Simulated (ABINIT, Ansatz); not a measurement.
# KRb2BiF6 (Fm-3m): bands and cutoff in G0W0 with ABINIT, part 2 of 2

Aim: raise bands and screening cutoff together for KRb2BiF6 (Fm-3m) and follow gap and time.

ABINIT 10.8.3; LDA and many-body steps on it, plane waves. Known limits of the many-body steps: not at the basis limit; no spin-orbit coupling; coarse k mesh.

So far. Step 3 (Screening, 2×2×2 mesh, 104 bands, screening to 76.2 eV): Local fields lower ε∞ by 13 %. On a Γ-centred mesh this coarse the value itself is usually too large, while a short band sum pulls it down. Step 4 (104 bands, 76.2 eV): The gap on the mesh goes from 4.38 eV to 7.23 eV, a correction of +2.86 eV.

## 6. 236 bands, 141.5 eV

This step: G0W0 on LDA, plane waves, norm-conserving pseudopotentials.

run.abi

```
acell 3*1.0 Angstrom
rprim 
  -0.000000000000 4.684500000000 4.684500000000
  4.684500000000 -0.000000000000 4.684500000000
  4.684500000000 4.684500000000 -0.000000000000
ntypat 4
znucl 19 37 83 9
natom 10
typat 1 2 2 3 4 4 4 4 4 4
xred 
  0.500000000000 0.500000000000 0.500000000000
  0.250000000000 0.250000000000 0.250000000000
  0.750000000000 0.750000000000 0.750000000000
  -0.000000000000 0.000000000000 -0.000000000000
  0.765000000000 0.235000000000 0.235000000000
  0.235000000000 0.765000000000 0.235000000000
  0.235000000000 0.765000000000 0.765000000000
  0.765000000000 0.235000000000 0.765000000000
  0.235000000000 0.235000000000 0.765000000000
  0.765000000000 0.765000000000 0.235000000000
pp_dirpath "pseudos"
pseudos "K.upf, Rb.upf, Bi.upf, F.upf"
ecut 36
ngkpt 2 2 2
nshiftk 1
shiftk 0 0 0
kptopt 1
chksymbreak 0
istwfk *1
occopt 1
irdwfk 1
optdriver 4
nband 236
gwcalctyp 0
ecutsigx 36
symsigma 1
nkptgw 2
kptgw 
  0.5000000000 0.0000000000 0.0000000000
  0.0000000000 0.0000000000 0.0000000000
bdgw 
  45 49
  43 50
ecuteps 5.2
irdscr 1
ppmodel 1
indata_prefix "in"
outdata_prefix "out"
tmpdata_prefix "tmp"
```

Command:

```sh
$ OMP_NUM_THREADS=1 mpirun -n 8 abinit run.abi > log
```

Numbers of over 12 decimals in the logs are rounded to 6 here.

Output:

```text
.Version 10.8.3 of ABINIT. v10.8.2 released Aug 2026.

 Symmetries : space group Fm -3 m (#225); Bravais cF (face-center cubic)
[... echo of the input left out ...]
== DATASET  1 ==================================================================
-   mpi_nproc: 8, omp_nthreads: 1 (-1 if OMP is not activated)

--- !DatasetInfo
iteration_state: {dtset: 1, }
dimensions: {natom: 10, nkpt: 3, mband: 236, nsppol: 1, nspinor: 1, nspden: 1, mpw: 14344, }
cutoff_energies: {ecut:  36.0, pawecutdg:  -1.0, }
electrons: {nelect:   9.20000000E+01, charge:   0.00000000E+00, occopt:   1.00000000E+00, tsmear:   1.00000000E-02, }

 SIGMA: Calculation of the GW corrections

 Based on a program developped by R.W. Godby, V. Olevano, G. Onida, and L. Reining.
 Incorporated in ABINIT by V. Olevano, G.-M. Rignanese, and M. Torrent.
.Using double precision arithmetic ; gwpc =  8

[... cell and pseudopotentials left out ...]
--------------------------------------------------------------------------------

 ==== K-mesh for the wavefunctions ====
 Number of points in the irreducible wedge :     3
[... list of points left out ...]
 Together with 48 symmetry operations and time-reversal symmetry
 yields     8 points in the full Brillouin Zone.

 ==== Q-mesh for screening function ====
 Number of points in the irreducible wedge :     3
[... list of points left out ...]
 Together with 48 symmetry operations and time-reversal symmetry
 yields     8 points in the full Brillouin Zone.

 vcoul_init : cutoff-mode = AUXILIARY_FUNCTION
 q-points for optical limit:   1
     1)      0.000010    0.000020    0.000030
 setmesh: FFT mesh size selected  =    72x   72x   72
          total number of points  =       373248

 Number of electrons calculated from density =   92.0000; Expected =   92.0000
[...]
number of omega for Sigma on real axis              0
 max omega for Sigma on real axis  [eV]           0.00
 zcut for avoiding poles [eV]                     0.10

 EPSILON^-1 parameters (SCR file):
 dimension of the eps^-1 matrix on file            749
 dimension of the eps^-1 matrix used               749
 number of plane-waves for wavefunctions         14331
 number of bands                                   236
 number of q-points in IBZ                           3
 number of frequencies                               2
 number of real frequencies                          1
 number of imag frequencies                          1

 matrix elements of self-energy operator (all in [eV])

 Perturbative Calculation

--- !SelfEnergy_ee
iteration_state: {dtset: 1, }
kpoint     : [   0.500,    0.000,    0.000, ]
spin       : 1
KS_gap     :    4.591
QP_gap     :    7.395
Delta_QP_KS:    2.804
data: !SigmaeeData |
     Band     E0 <VxcDFT>   SigX SigC(E0)      Z dSigC/dE  Sig(E)    E-E0       E
       45  -1.465 -21.669 -29.057   5.441   0.786  -0.273 -23.198  -1.529  -2.995
       46   0.959 -22.079 -26.483   3.390   0.818  -0.222 -22.909  -0.830   0.130
       47   5.550 -11.877  -7.411  -2.211   0.875  -0.142  -9.902   1.974   7.524
[...]
--- !SelfEnergy_ee
iteration_state: {dtset: 1, }
kpoint     : [   0.000,    0.000,    0.000, ]
spin       : 1
KS_gap     :    4.885
QP_gap     :    7.471
Delta_QP_KS:    2.586
data: !SigmaeeData |
     Band     E0 <VxcDFT>   SigX SigC(E0)      Z dSigC/dE  Sig(E)    E-E0       E
[...]
49   6.188 -13.061  -8.374  -2.155   0.871  -0.148 -10.856   2.205   8.393
       50   6.188 -13.061  -8.374  -2.155   0.871  -0.148 -10.856   2.205   8.393

== END DATASET(S) ==============================================================
================================================================================

 -outvars: echo values of variables after computation  --------
           etotal      0.0000000000E+00
            nband         236
             nkpt           3
          spgroup         225
 [... the other variables as echoed above ...]

 Calculation completed.
```

The job ended after 2 min (8 MPI ranks of Arm Neoverse N1, shared host; peak memory 4.7 GiB; 15 min of CPU time).

This step gave:

```yaml
g0w0_gap_on_the_points_computed: 6.926 eV
starting_gap_on_the_mesh: 4.376 eV
k_of_the_valence_top: 0.5, 0, 0
k_of_the_conduction_bottom: 0, 0, 0
z_at_the_valence_top: 0.818
z_at_the_conduction_bottom: 0.89
least_direct_g0w0_gap_on_the_computed_points: 7.394 eV
```

Against G0W0 in ABINIT (2×2×2 mesh, 104 bands, screening to 76.2 eV, Godby-Needs plasmon pole), the gap moves by −0.306 eV.

## 7. Screening, 2×2×2 mesh, 512 bands, screening to 217.7 eV

This step: RPA screening on LDA, plane waves, norm-conserving pseudopotentials.

run.abi, as its differences from that of step 6:

```diff
@@ -31,17 +31,8 @@
 irdwfk 1
-optdriver 4
-nband 236
-gwcalctyp 0
-ecutsigx 36
-symsigma 1
-nkptgw 2
-kptgw 
-  0.5000000000 0.0000000000 0.0000000000
-  0.0000000000 0.0000000000 0.0000000000
-bdgw 
-  45 49
-  43 50
-ecuteps 5.2
-irdscr 1
-ppmodel 1
+optdriver 3
+nband 512
+ecuteps 8
+inclvkb 2
+awtr 1
+symchi 1
 indata_prefix "in"
```

Output:

```text
.Version 10.8.3 of ABINIT. v10.8.2 released Aug 2026.

 Symmetries : space group Fm -3 m (#225); Bravais cF (face-center cubic)
[... echo of the input left out ...]
== DATASET  1 ==================================================================
-   mpi_nproc: 8, omp_nthreads: 1 (-1 if OMP is not activated)

--- !DatasetInfo
iteration_state: {dtset: 1, }
dimensions: {natom: 10, nkpt: 3, mband: 512, nsppol: 1, nspinor: 1, nspden: 1, mpw: 14344, }
cutoff_energies: {ecut:  36.0, pawecutdg:  -1.0, }
[...]
--------------------------------------------------------------------------------
[... chi0 elements left out ...]
 For q-point:  0.000010 0.000020 0.000030
  dielectric constant =   2.2110
  dielectric constant without local fields =   2.5984

  Average fulfillment of the sum rule on Im[epsilon] for q-point    1 :     73.83  [%]
[... wings left out ...]
  q-point number  2        q = ( 0.500000, 0.000000, 0.000000) [r.l.u.]
--------------------------------------------------------------------------------
[... chi0 elements left out ...]
  Average fulfillment of the sum rule on Im[epsilon] for q-point    2 :     76.88  [%]

 [... 1 further q-points ...]
```

Wall time 21 min (8 MPI ranks); peak memory 8.1 GiB; 2.8 h of CPU time.

Numbers from this step:

```
ε∞ with local fields, on this mesh, along the program's q direction : 2.211
the same without local fields                                       : 2.598
plasma frequency                                                    : 24.84 eV
plane waves in the screening matrix                                 : 1459
```

## 8. 512 bands, 217.7 eV

This step: G0W0 on LDA, plane waves, norm-conserving pseudopotentials.

run.abi, as its differences from that of step 7:

```diff
@@ -31,8 +31,17 @@
 irdwfk 1
-optdriver 3
+optdriver 4
 nband 512
+gwcalctyp 0
+ecutsigx 36
+symsigma 1
+nkptgw 2
+kptgw 
+  0.5000000000 0.0000000000 0.0000000000
+  0.0000000000 0.0000000000 0.0000000000
+bdgw 
+  45 49
+  43 50
 ecuteps 8
-inclvkb 2
-awtr 1
-symchi 1
+irdscr 1
+ppmodel 1
 indata_prefix "in"
```

Output:

```text
.Version 10.8.3 of ABINIT. v10.8.2 released Aug 2026.

 Symmetries : space group Fm -3 m (#225); Bravais cF (face-center cubic)
[... echo of the input left out ...]
== DATASET  1 ==================================================================
-   mpi_nproc: 8, omp_nthreads: 1 (-1 if OMP is not activated)

--- !DatasetInfo
iteration_state: {dtset: 1, }
dimensions: {natom: 10, nkpt: 3, mband: 512, nsppol: 1, nspinor: 1, nspden: 1, mpw: 14344, }
cutoff_energies: {ecut:  36.0, pawecutdg:  -1.0, }
[...]
Band     E0 <VxcDFT>   SigX SigC(E0)      Z dSigC/dE  Sig(E)    E-E0       E
[...]
49   6.188 -13.061  -8.374  -2.436   0.868  -0.152 -11.107   1.954   8.142
       50   6.188 -13.061  -8.374  -2.436   0.868  -0.152 -11.107   1.954   8.142

== END DATASET(S) ==============================================================
================================================================================

 -outvars: echo values of variables after computation  --------
           etotal      0.0000000000E+00
            nband         512
             nkpt           3
          spgroup         225
 [... the other variables as echoed above ...]

 Calculation completed.
```

The job ended after 8.7 min (8 MPI ranks; peak memory 8.7 GiB; 70 min of CPU time).

Numbers from this step:

```
G0W0 gap on the points computed              : 7.013 eV
starting gap on the mesh                     : 4.376 eV
k of the valence top                         : 0.5, 0, 0
k of the conduction bottom                   : 0, 0, 0
least direct G0W0 gap on the computed points : 7.418 eV
```

Against G0W0 in ABINIT (2×2×2 mesh, 236 bands, screening to 141.5 eV, Godby-Needs plasmon pole), the gap moves by +0.087 eV.

## 9. The runs together

Times are wall times on 8 MPI ranks of Arm Neoverse N1, shared host, good to a factor of about two. A run's time includes the screening step that it read.

| run | mesh | bands | screening cutoff (eV) | DFT gap (eV) | gap on the mesh (eV) | direct (eV) | ε∞ used | time |
| --- | --- | --- | --- | --- | --- | --- | --- | --- |
| 104 bands, 76.2 eV | 2×2×2 | 104 | 76.2 | 4.376 | 7.232 | 7.729 | 2.16 | 1.7 min |
| 236 bands, 141.5 eV | 2×2×2 | 236 | 141.5 | 4.376 | 6.926 | 7.394 | 2.21 | 7.5 min |
| 512 bands, 217.7 eV | 2×2×2 | 512 | 217.7 | 4.376 | 7.013 | 7.418 | 2.21 | 30 min |

## 10. Results

```yaml
104_bands_76p2_ev: 7.232 eV
236_bands_141p5_ev: 6.926 eV
512_bands_217p7_ev: 7.013 eV
known_limits: not at the basis limit; no spin-orbit coupling; coarse k mesh
```

From the first rung to the last the gap moves by −0.22 eV for 17 times the time. The gap turns back along the series, so no limit is drawn from it. In the G0W0 runs levels were corrected at 2 k points alone, so a gap called «on the mesh» is the least over those, and an edge elsewhere would be missed. The 2×2×2 mesh is coarse for this cell, which bears on the long-range parts of exchange and screening. Where an edge is built on 6p states of lead, bismuth or thallium, scalar-relativistic gaps usually stand too wide, by a few tenths to over one eV. The many-body steps are scalar-relativistic: spin-orbit coupling is not in them.

[Paths, hosts, dates, memory and timing lines, banners, echoed tables and standing remarks are left out of the program output.]

[Logs are printed without paths, hosts, clocks, repeated set-up lines and the standing remarks that a program may print on its own settings, such as how far it seeks lower states.]

[Runs of the session that timed out or met a known fault of the program may be left out.]

[Hosts, paths, dates, database ids (printed as entryN), source tags and the programs' standing remarks are cut or masked in the printed files.]

[G0W0 gaps are taken among the corrected bands and points alone; a level outside them can change the order at an edge.]

[Where Ansatz stands beside ABINIT at settings called matched, ABINIT's density can come from a denser mesh and the files from another edition; pairs whose starting gaps differed by over 0.03 eV were left out, so agreement reads better than it is.]
